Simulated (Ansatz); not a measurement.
**Lattice dynamics of (NaCl)2(CaS)2 [001] superlattice, started as rocksalt type**

The cell of (NaCl)2(CaS)2 [001] superlattice, started as rocksalt type is at rest. What are its phonons?

Calculated with Ansatz 0.2.0; DFT PBE, scalar-relativistic, plane waves, PAW.

The structure was built from a prototype and need not be the compound's stable phase.

**1. The starting structure**

The structure is tetragonal, space group P4/nmm (No. 129). Conventional cell: a = 4.025 Å, b = 4.025 Å, c = 11.457 Å, α = 90.00°, β = 90.00°, γ = 90.00°. Ca has 5 S at 2.83 to 2.85 Å and 1 Cl at 2.92 Å nearest. Nearest to Cl lie 5 Na at 2.85 to 2.88 Å and 1 Ca at 2.92 Å. Na has 1 S at 2.83 Å and 5 Cl at 2.85 to 2.88 Å nearest. Nearest to S lie 1 Na at 2.83 Å and 5 Ca at 2.83 to 2.85 Å. Farther neighbours and most contacts between anions are not listed.

**2. Linear response at the zone centre**

The cell comes from relaxations at this level that are not shown. The zone centre is the only wavevector solved here; it holds the modes that light can see, as far as symmetry allows. The response to a homogeneous field gives the Born charges and the dielectric tensor, and its change with displacement the Raman tensors.

Contents of input.yaml:

```yaml
crystal:
  lattice:
    - [2.846447238, 2.846447238, 0.0]
    - [-2.846447238, 2.846447238, 0.0]
    - [0.0, 0.0, 11.4570135872]
  atoms:
    - { symbol: Ca, position: [0.0, 0.0, 0.5030702263] }
    - { symbol: Ca, position: [0.5, 0.5, 0.7469297737] }
    - { symbol: Cl, position: [0.5, 0.5, 0.0017331928] }
    - { symbol: Cl, position: [1.0, 0.0, 0.2482668072] }
    - { symbol: Na, position: [0.0, 0.0, -0.0030589212] }
    - { symbol: Na, position: [0.5, 0.5, 0.2530589212] }
    - { symbol: S, position: [0.5, 0.5, 0.4997952801] }
    - { symbol: S, position: [1.0, 0.0, 0.7502047199] }
kpoints:
  mp_grid: { grid: [8, 8, 2] }
hamiltonian:
  xc: pbe
scf:
  occupations: { method: fixed }
output:
  eigenvalues: true
phonons:
  method: dfpt
  dielectric: true
  rigid_motions: translations
  raman: true
```

The run is started by

```bash
$ ansatz run input.yaml --threads 8 --pin off --max-ram 14336MiB --backend cpu --events-out ev --progress --plain --runs-dir out
```

Numbers of over 12 decimals in the logs are rounded to 6 here.

What it wrote:

```text
Engine: ansatz 0.2.0, aarch64-unknown-linux-gnu
Pseudopotentials: kind: paw
Pseudopotential: Ca, paw, valence charge 10, recommended cutoff 420 eV (normal), Ca.paw.azcp
Pseudopotential: Cl, paw, valence charge 7, recommended cutoff 420 eV (normal), Cl.paw.azcp
Pseudopotential: Na, paw, valence charge 9, recommended cutoff 420 eV (normal), Na.paw.azcp
Pseudopotential: S, paw, valence charge 6, recommended cutoff 420 eV (normal), S.paw.azcp
Functional definition: PBE
  parameter kappa = 0.804
  parameter beta = 0.066725
  exchange = pbe_x(kappa = kappa, mu = beta*pi^2/3)
  correlation = pbe_c(beta = beta)
Crystal: 8 atoms, lattice volume = 185.655 Å³
Basis set: ecut = 420 eV, 3647 PW (Γ), exchange–correlation on 60×60×160 points (8 copies of the dense FFT grid, shifted against one another)
Bands: 40, of which v1, the nominal top of the filled ones, is band 32 counted from 1 (31 counted from 0)
Symmetry: 16 space group operations
k-points: 42 of 128 (irreducible under 2 space group operations, time reversal used)
Non-local potential: Ca, projectors of the file, l = 0: 3, l = 1: 2, l = 2: 2
Non-local potential: Cl, projectors of the file, l = 0: 2, l = 1: 2, l = 2: 2
Non-local potential: Na, projectors of the file, l = 0: 3, l = 1: 2, l = 2: 1
Non-local potential: S, projectors of the file, l = 0: 2, l = 1: 2, l = 2: 2
PAW form: soft (Blöchl's): semilocal exchange-correlation on the pseudo side does not see the compensation charge
PAW one-centre angular grid: Ca, 110 points (default); XC on 64 Gauss nodes
PAW one-centre angular grid: Cl, 110 points (default); XC on 64 Gauss nodes
PAW one-centre angular grid: Na, 110 points (default); XC on 64 Gauss nodes
PAW one-centre angular grid: S, 110 points (default); XC on 64 Gauss nodes
Initial density: superposition of atomic densities (neutral atoms: chi_scale 0, normalization atom), corrected by the library's trained network
Initial wavefunctions: pseudopotential atomic-orbital guess
Functional: x = pbe(κ = 0.804, μ = 0.219515), c = pbe(β = 0.066725)
SCF iter   1: F=—  HF=-10585.455104 eV  |F-HF|=—  |Δ(HF+E_count)|=         —  Δρ=4.31e-4  dr2=1.29e-3  ethr=1.77e-3  ⟨swp⟩=5.4  Hψ=6758  notcnv=0  defer=232
preconditioner: auto → Resta (q_TF=auto, 2.285 Å⁻¹)  ε∞=3.4  [insulator: Δε(μ)=2.800 eV  Ē_g=10.043 eV  n_scr=48 (ndim 8)  ℏωp=15.4 eV  f_vac=0.010  ε∞_Penn≈3.4]
SCF iter   2: F=—  HF=-10585.454611 eV  |F-HF|=—  |Δ(HF+E_count)|=   4.93e-4  Δρ=2.73e-4  dr2=6.07e-4  ethr=2.01e-6  ⟨swp⟩=2.9  Hψ=3061  notcnv=0  defer=250
SCF iter   3: F=—  HF=-10585.454554 eV  |F-HF|=—  |Δ(HF+E_count)|=   5.67e-5  Δρ=1.31e-4  dr2=1.03e-4  ethr=9.49e-7  ⟨swp⟩=2.8  Hψ=2290  notcnv=0  defer=252
SCF iter   4: F=—  HF=-10585.454533 eV  |F-HF|=—  |Δ(HF+E_count)|=   2.13e-5  Δρ=4.74e-5  dr2=6.26e-6  ethr=1.61e-7  ⟨swp⟩=2.0  Hψ=1911  notcnv=0  defer=245
SCF iter   5: F=—  HF=-10585.454524 eV  |F-HF|=—  |Δ(HF+E_count)|=   9.37e-6  Δρ=1.23e-5  dr2=4.55e-7  ethr=9.78e-9  ⟨swp⟩=2.2  Hψ=2129  notcnv=0  defer=233
SCF iter   6: F=—  HF=-10585.454527 eV  |F-HF|=—  |Δ(HF+E_count)|=   3.36e-6  Δρ=4.21e-6  dr2=2.83e-8  ethr=7.11e-10  ⟨swp⟩=2.0  Hψ=2592  notcnv=0  defer=219
SCF iter   7: F=—  HF=-10585.454527 eV  |F-HF|=—  |Δ(HF+E_count)|=   2.58e-9  Δρ=9.31e-7  dr2=1.65e-9  ethr=4.42e-11  ⟨swp⟩=2.0  Hψ=2404  notcnv=0  defer=219
SCF iter   8: F=—  HF=-10585.454527 eV  |F-HF|=—  |Δ(HF+E_count)|=   2.54e-9  Δρ=2.32e-7  dr2=1.29e-10  ethr=2.58e-12  ⟨swp⟩=2.0  Hψ=2178  notcnv=0  defer=219
SCF iter   9: F=-10585.454527 eV  HF=-10585.454527 eV  |F-HF|=0.00e0  |Δ(HF+E_count)|=  2.73e-11  Δρ=6.80e-8  dr2=1.80e-11  ethr=1.00e-12  ⟨swp⟩=17.0  Hψ=11450  notcnv=0
SCF 1 converged in 9 iterations: F = -10585.454527 eV  dr2 = 1.80e-11
[...]
site 1:
         2.43873   -0.00000   -0.00000
        -0.00000    2.43873    0.00000
[...]
site 2:
[...]
site 3:
[...]
site 4:
[...]
site 5:
[...]
site 6:
[...]
0.00000   -2.42057    0.00000
         0.00000    0.00000   -1.52662
    site 7:
        -2.42057   -0.00000    0.00000
         0.00000   -2.42057   -0.00000
        -0.00000    0.00000   -1.52662
  Z* charge neutrality: 1.836e-2 e pre-enforcement
  solved inside a basis spanned on kpoints, on 10×10×4 k-points: ε∞ is read to err by 1.6e-2, Z* by 1.4e-2 e (field_mesh: kpoints solves on kpoints); Z* is corrected for what the basis lacks
  Raman tensors (in the event stream and the table raman_tensors.tsv): an entry may err by 7.7e-2 Å², one of the second-order susceptibility by 1.3e-18 pm/V (basis, points and sum rule); their sum over the sites missed zero by 5.551e-16 Å² ahead of its enforcement
  optical modes at Γ without the LO–TO term, one row a degenerate level:
      ω (cm⁻¹)  modes    IR ((D/Å)²/amu)  static Raman (Å⁴/amu)  depolarisation
         71.80      2             0.0000                 0.1995           0.750
         72.58      2             0.0058                 0.0000               —
        106.48      2             0.0000                 0.0104           0.750
        135.29      1             3.2509                 0.0000               —
        142.04      1             0.0000                 6.7200           0.000
        157.33      2             9.0320                 0.0000               —
        157.66      1             0.0000                 0.1265           0.000
        161.31      2             0.0000                 0.2270           0.750
        169.36      1             6.9627                 0.0000               —
        208.17      1             0.0000                10.3450           0.009
        218.21      2            29.3050                 0.0000               —
        221.99      2             0.0000                 0.0965           0.750
        242.00      1             0.0000                 1.4246           0.095
        260.76      1             3.5842                 0.0000               —
  optical modes at Γ + LO–TO along q̂ = [1.0000, 0.0000, 0.0000]:
      ω (cm⁻¹)  modes    IR ((D/Å)²/amu)  static Raman (Å⁴/amu)  depolarisation
         71.80      2             0.0000                 0.1995           0.750
         72.58      1             0.0029                 0.0000               —
         72.60      1             0.0004                 0.0000               —
        106.48      2             0.0000                 0.0104           0.750
        135.29      1             3.2509                 0.0000               —
        142.04      1             0.0000                 6.7200           0.000
        157.33      1             4.5160                 0.0000               —
        157.66      1             0.0000                 0.1265           0.000
        161.31      2             0.0000                 0.2270           0.750
        169.36      1             6.9627                 0.0000               —
        169.79      1             0.3435                 0.0000               —
        208.17      1             0.0000                10.3450           0.009
        218.21      1            14.6525                 0.0000               —
[...]
260.76      1             3.5842                 0.0000               —
[...]
optical modes at Γ + LO–TO along q̂ = [0.0000, 1.0000, 0.0000]:
      ω (cm⁻¹)  modes    IR ((D/Å)²/amu)  static Raman (Å⁴/amu)  depolarisation
[...]
optical modes at Γ + LO–TO along q̂ = [0.0000, 0.0000, 1.0000]:
      ω (cm⁻¹)  modes    IR ((D/Å)²/amu)  static Raman (Å⁴/amu)  depolarisation
[...]
144.52      1             0.1383                 0.0000               —
        157.33      2             9.0320                 0.0000               —
        157.66      1             0.0000                 0.1265           0.000
        161.31      2             0.0000                 0.2270           0.750
        208.17      1             0.0000                10.3450           0.009
        218.21      2            29.3050                 0.0000               —
        219.22      1             2.6710                 0.0000               —
        221.99      2             0.0000                 0.0965           0.750
        242.00      1             0.0000                 1.4246           0.095
        306.27      1            10.9886                 0.0000               —
[key lines of the parts left out:]
SCF converged after 9 iterations
Free energy (F): -10585.454527 eV
Fermi energy:    4.318264 eV
```

Wall time 4 min (8 threads of Arm Neoverse V2, shared host); peak memory 2.7 GiB.

Numbers from this step:

```
gap on the k-mesh                                       : 2.805 eV
volume per atom                                         : 23.21 Å³
sum-rule residual before enforcement                    : 0.001464 eV/Å²
miss of the charge sum rule                             : 0.01836 e
estimated error of the dielectric tensor                : 0.01577
estimated error of the Born charges                     : 0.01417 e
point group                                             : 4/mmm
highest optical mode at the zone centre (no LO-TO term) : 260.8 cm⁻¹
lowest optical zone-centre mode                         : 71.8 cm⁻¹
mean high-frequency dielectric constant                 : 3.619
largest Born charge (third of the trace)                : 2.219 e
mean static dielectric constant                         : 9.189
top of the zone-centre spectrum with the field          : 319.3 cm⁻¹
```

Without the LO-TO term. Patterns of degenerate modes are one choice out of their space. The modes at Γ (shares of kinetic energy by element, %):

| mode | frequency (cm⁻¹) | symmetry | Ca % | Cl % | Na % | S % |
| --- | --- | --- | --- | --- | --- | --- |
| 1 | 0.0 | acoustic | 31 | 27 | 18 | 25 |
| 2 | 0.0 | acoustic | 31 | 27 | 18 | 25 |
| 3 | 0.0 | acoustic | 31 | 27 | 18 | 25 |
| 4 | 71.8 | Eg | 7 | 49 | 38 | 5 |
| 5 | 71.8 | Eg | 7 | 49 | 38 | 5 |
| 6 | 72.6 | Eu | 26 | 31 | 24 | 18 |
| 7 | 72.6 | Eu | 26 | 31 | 24 | 18 |
| 8 | 106.5 | Eg | 54 | 6 | 7 | 34 |
| 9 | 106.5 | Eg | 54 | 6 | 7 | 34 |
| 10 | 135.3 | A2u | 33 | 59 | 1 | 7 |
| 11 | 142.0 | A1g | 11 | 50 | 33 | 6 |
| 12 | 157.3 | Eu | 0 | 41 | 58 | 0 |
| 13 | 157.3 | Eu | 0 | 41 | 58 | 0 |
| 14 | 157.7 | A1g | 24 | 19 | 47 | 9 |
| 15 | 161.3 | Eg | 0 | 45 | 55 | 0 |
| 16 | 161.3 | Eg | 0 | 45 | 55 | 0 |
| 17 | 169.4 | A2u | 1 | 10 | 79 | 10 |
| 18 | 208.2 | A1g | 57 | 27 | 0 | 15 |
| 19 | 218.2 | Eu | 43 | 0 | 0 | 57 |
| 20 | 218.2 | Eu | 43 | 0 | 0 | 57 |
| 21 | 222.0 | Eg | 39 | 0 | 0 | 61 |
| 22 | 222.0 | Eg | 39 | 0 | 0 | 61 |
| 23 | 242.0 | A1g | 8 | 4 | 20 | 69 |
| 24 | 260.8 | A2u | 35 | 4 | 2 | 58 |

Displacements in mode 4 (71.8 cm⁻¹), the largest set to 1:
```
Ca1 -0.03 -0.33  0.00
Ca2  0.03  0.33  0.00
Cl3  0.09  0.91  0.00
Cl4 -0.09 -0.91  0.00
Na5  0.10  1.00  0.00
Na6 -0.10 -1.00  0.00
S7  -0.03 -0.32  0.00
S8   0.03  0.32  0.00
```

Displacements in mode 19 (218.2 cm⁻¹), the largest set to 1:
```
Ca1  0.14 -0.77  0.00
Ca2  0.14 -0.77  0.00
Cl3  0.01 -0.05  0.00
Cl4  0.01 -0.05  0.00
Na5 -0.01  0.03  0.00
Na6 -0.01  0.03  0.00
S7  -0.18  1.00  0.00
S8  -0.18  1.00  0.00
```

Optical modes at the zone centre, without and with the macroscopic field of the longitudinal modes; each column is sorted by frequency, so a row need not hold one and the same mode. Modes with and without the field, by row:

| rank among optical modes | no field (cm⁻¹) | q along (1, 0, 0) (cm⁻¹) | q along (0, 0, 1) (cm⁻¹) |
| --- | --- | --- | --- |
| 1 | 71.8 | 71.8 | 71.8 |
| 2 | 71.8 | 71.8 | 71.8 |
| 3 | 72.6 | 72.6 | 72.6 |
| 4 | 72.6 | 72.6 | 72.6 |
| 5 | 106.5 | 106.5 | 106.5 |
| 6 | 106.5 | 106.5 | 106.5 |
| 7 | 135.3 | 135.3 | 142 |
| 8 | 142 | 142 | 144.5 |
| 9 | 157.3 | 157.3 | 157.3 |
| 10 | 157.3 | 157.7 | 157.3 |
| 11 | 157.7 | 161.3 | 157.7 |
| 12 | 161.3 | 161.3 | 161.3 |
| 13 | 161.3 | 169.4 | 161.3 |
| 14 | 169.4 | 169.8 | 208.2 |
| 15 | 208.2 | 208.2 | 218.2 |
| 16 | 218.2 | 218.2 | 218.2 |
| 17 | 218.2 | 222 | 219.2 |
| 18 | 222 | 222 | 222 |
| 19 | 222 | 242 | 222 |
| 20 | 242 | 260.8 | 242 |
| 21 | 260.8 | 319.3 | 306.3 |

Born charge (rows field, columns displacement) (e), principal values of the symmetric part by kind of site:

| atom | atoms with these values | low | middle | high | mean |
| --- | --- | --- | --- | --- | --- |
| Ca1 | 2 | 1.78 | 2.44 | 2.44 | 2.22 |
| Cl3 | 2 | -1.58 | -1.10 | -1.10 | -1.26 |
| Na5 | 2 | 1.08 | 1.08 | 1.33 | 1.16 |
| S7 | 2 | -2.42 | -2.42 | -1.53 | -2.12 |

In full for Na5:

```
1.08 0.00 0.00
0.00 1.08 0.00
0.00 0.00 1.33
```

High-frequency dielectric tensor:

```
3.77 0.00 0.00
0.00 3.77 0.00
0.00 0.00 3.32
```

Static dielectric tensor (ions relaxed, fixed cell):

```
9.41 0.00 0.00
0.00 9.41 0.00
0.00 0.00 8.75
```

Transverse modes. Lines of the infrared spectrum (strongest = 100):

| position (cm⁻¹) | relative intensity |
| --- | --- |
| 72 | 0.0 |
| 73 | 0.0 |
| 106 | 0.0 |
| 135 | 11 |
| 142 | 0.0 |
| 157 | 31 |
| 158 | 0.0 |
| 161 | 0.0 |
| 169 | 24 |
| 208 | 0.0 |
| 218 | 100 |
| 222 | 0.0 |
| 242 | 0.0 |
| 261 | 12 |

Activity x (w_L - w)^4 (n + 1)/w, 532 nm, 300 K; modes without the macroscopic field alone. Raman lines, with heights relative to the strongest:

| position (cm⁻¹) | relative intensity |
| --- | --- |
| 72 | 10 |
| 73 | 0.0 |
| 106 | 0.3 |
| 135 | 0.0 |
| 142 | 100 |
| 157 | 0.0 |
| 158 | 1.6 |
| 161 | 2.7 |
| 169 | 0.0 |
| 208 | 81 |
| 218 | 0.0 |
| 222 | 0.7 |
| 242 | 8.8 |
| 261 | 0.0 |

Before it was imposed, the acoustic sum rule was missed by 0.0015 eV/Å² and the charge sum rule by 0.018 e. Small misses are needed for a sound result but don't prove that mesh and cutoff are converged. The lowest optical mode is real, 71.8 cm⁻¹.

**3. Another isotope, element Ca, natural mass 40.078 amu**

An isotope changes the mass and not the force constants, so no new electronic calculation is needed; the shifts show which modes move this element.

The same force constants with the mass of Ca changed from 40.078 to 47.953 u (phonopy, no LO-TO term). Both lists are sorted by frequency; levels can cross, so a row need not hold one and the same mode. Modes under 3 cm⁻¹ are left out. Isotope shifts, by row:

| q | rank | natural mass (cm⁻¹) | changed mass (cm⁻¹) |
| --- | --- | --- | --- |
| 0 0 0 | 4 | 71.8 | 70.85 |
| 0 0 0 | 5 | 71.8 | 70.85 |
| 0 0 0 | 6 | 72.58 | 71.25 |
| 0 0 0 | 7 | 72.58 | 71.25 |
| 0 0 0 | 8 | 106.5 | 101.3 |
| 0 0 0 | 9 | 106.5 | 101.3 |
| 0 0 0 | 10 | 135.3 | 131.2 |
| 0 0 0 | 11 | 142 | 140 |
| 0 0 0 | 12 | 157.3 | 154 |
| 0 0 0 | 13 | 157.3 | 157.3 |
| 0 0 0 | 14 | 157.7 | 157.3 |
| 0 0 0 | 15 | 161.3 | 161.3 |
| 0 0 0 | 16 | 161.3 | 161.3 |
| 0 0 0 | 17 | 169.4 | 169.2 |
| 0 0 0 | 18 | 208.2 | 198.7 |
| 0 0 0 | 19 | 218.2 | 210.5 |
| 0 0 0 | 20 | 218.2 | 210.5 |
| 0 0 0 | 21 | 222 | 215 |
| 0 0 0 | 22 | 222 | 215 |
| 0 0 0 | 23 | 242 | 240.8 |
| 0 0 0 | 24 | 260.8 | 253.3 |

A mode of this element alone would shift by -8.58 %. The highest zone-centre frequency without the field goes from 260.8 to 253.3 cm⁻¹ (-2.9 %). The product of the frequency ratios over all optical modes at Γ is 0.637; the product rule, (m/m′)^(3k/2) (M′/M)^(3/2) with k = 2 such atoms and M the mass of the cell, gives 0.637.

**4. Isotope substitution, element Cl, natural mass 35.45 amu**

The same for Cl, from 35.45 to 36.97 u.

The same force constants with the mass of Cl changed from 35.450 to 36.966 u (phonopy, no LO-TO term). Both lists are sorted by frequency; levels can cross, so a row need not hold one and the same mode. Modes under 3 cm⁻¹ are left out. Isotope shifts, by row:

| q | rank | natural mass (cm⁻¹) | changed mass (cm⁻¹) |
| --- | --- | --- | --- |
| 0 0 0 | 4 | 71.8 | 71.05 |
| 0 0 0 | 5 | 71.8 | 71.05 |
| 0 0 0 | 6 | 72.58 | 72.1 |
| 0 0 0 | 7 | 72.58 | 72.1 |
| 0 0 0 | 8 | 106.5 | 106.3 |
| 0 0 0 | 9 | 106.5 | 106.3 |
| 0 0 0 | 10 | 135.3 | 133.6 |
| 0 0 0 | 11 | 142 | 140.5 |
| 0 0 0 | 12 | 157.3 | 156 |
| 0 0 0 | 13 | 157.3 | 156 |
| 0 0 0 | 14 | 157.7 | 157.1 |
| 0 0 0 | 15 | 161.3 | 159.8 |
| 0 0 0 | 16 | 161.3 | 159.8 |
| 0 0 0 | 17 | 169.4 | 169 |
| 0 0 0 | 18 | 208.2 | 207 |
| 0 0 0 | 19 | 218.2 | 218.2 |
| 0 0 0 | 20 | 218.2 | 218.2 |
| 0 0 0 | 21 | 222 | 222 |
| 0 0 0 | 22 | 222 | 222 |
| 0 0 0 | 23 | 242 | 241.8 |
| 0 0 0 | 24 | 260.8 | 260.5 |

A mode of this element alone would shift by -2.07 %. The highest zone-centre frequency without the field goes from 260.8 to 260.5 cm⁻¹ (-0.1 %). The product of the frequency ratios over all optical modes at Γ is 0.897; the product rule, (m/m′)^(3k/2) (M′/M)^(3/2) with k = 2 such atoms and M the mass of the cell, gives 0.897.

**5. Another isotope, element S, natural mass 32.06 amu**

The same for S, from 32.06 to 33.97 u.

The same force constants with the mass of S changed from 32.060 to 33.968 u (phonopy, no LO-TO term). Both lists are sorted by frequency; levels can cross, so a row need not hold one and the same mode. Modes under 3 cm⁻¹ are left out. Isotope shifts, by row:

| q | rank | natural mass (cm⁻¹) | changed mass (cm⁻¹) |
| --- | --- | --- | --- |
| 0 0 0 | 4 | 71.8 | 71.68 |
| 0 0 0 | 5 | 71.8 | 71.68 |
| 0 0 0 | 6 | 72.58 | 72.19 |
| 0 0 0 | 7 | 72.58 | 72.19 |
| 0 0 0 | 8 | 106.5 | 105.4 |
| 0 0 0 | 9 | 106.5 | 105.4 |
| 0 0 0 | 10 | 135.3 | 135 |
| 0 0 0 | 11 | 142 | 141.8 |
| 0 0 0 | 12 | 157.3 | 157.2 |
| 0 0 0 | 13 | 157.3 | 157.3 |
| 0 0 0 | 14 | 157.7 | 157.3 |
| 0 0 0 | 15 | 161.3 | 161.3 |
| 0 0 0 | 16 | 161.3 | 161.3 |
| 0 0 0 | 17 | 169.4 | 168.8 |
| 0 0 0 | 18 | 208.2 | 207.1 |
| 0 0 0 | 19 | 218.2 | 214.7 |
| 0 0 0 | 20 | 218.2 | 214.7 |
| 0 0 0 | 21 | 222 | 218.2 |
| 0 0 0 | 22 | 222 | 218.2 |
| 0 0 0 | 23 | 242 | 237.4 |
| 0 0 0 | 24 | 260.8 | 256.5 |

A mode of this element alone would shift by -2.85 %. The highest zone-centre frequency without the field goes from 260.8 to 256.5 cm⁻¹ (-1.6 %). The product of the frequency ratios over all optical modes at Γ is 0.859; the product rule, (m/m′)^(3k/2) (M′/M)^(3/2) with k = 2 such atoms and M the mass of the cell, gives 0.859.

**6. Outcome**

| Property | Result |
| --- | --- |
| space group (within 0.01 Å) | P4/nmm |
| volume per atom | 23.2 Å³ |
| gap on the k-mesh | 2.81 eV |
| highest optical mode at the zone centre (no LO-TO term) | 261 cm⁻¹ |
| top of the zone-centre spectrum with the field | 319 cm⁻¹ |
| lowest optical zone-centre mode | 71.8 cm⁻¹ |
| mean high-frequency dielectric constant | 3.62 |
| mean static dielectric constant | 9.19 |
| largest Born charge (third of the trace) | 2.22 e |
| imaginary modes at Γ (the only wavevector solved) | none |

**Reading.** The structure is stable against zone-centre distortions, since no mode there is imaginary; runs at other wavevectors are not part of this account. Without the field, the optical modes at Γ span 72 to 261 cm⁻¹. The dispersion is not part of this account. With the macroscopic field of the longitudinal modes the top of the zone-centre spectrum lies at 319 cm⁻¹, against 261 cm⁻¹ without it. Lattice motion raises the mean dielectric constant from 3.619 to 9.189. The strongest infrared line is at 218 cm⁻¹. Averaged over orientations, the strongest Raman line at 532 nm and 300 K is at 142 cm⁻¹. The starting cell was built on a prototype and not taken from a measurement, so the phase need not exist. These are harmonic frequencies at zero temperature: anharmonic shifts, linewidths and thermal expansion are left out.

[Logs are printed without paths, hosts, clocks, repeated set-up lines and the standing remarks that a program may print on its own settings, such as how far it seeks lower states.]

[Hosts, paths, dates, database ids (printed as entryN), source tags and the programs' standing remarks are cut or masked in the printed files.]
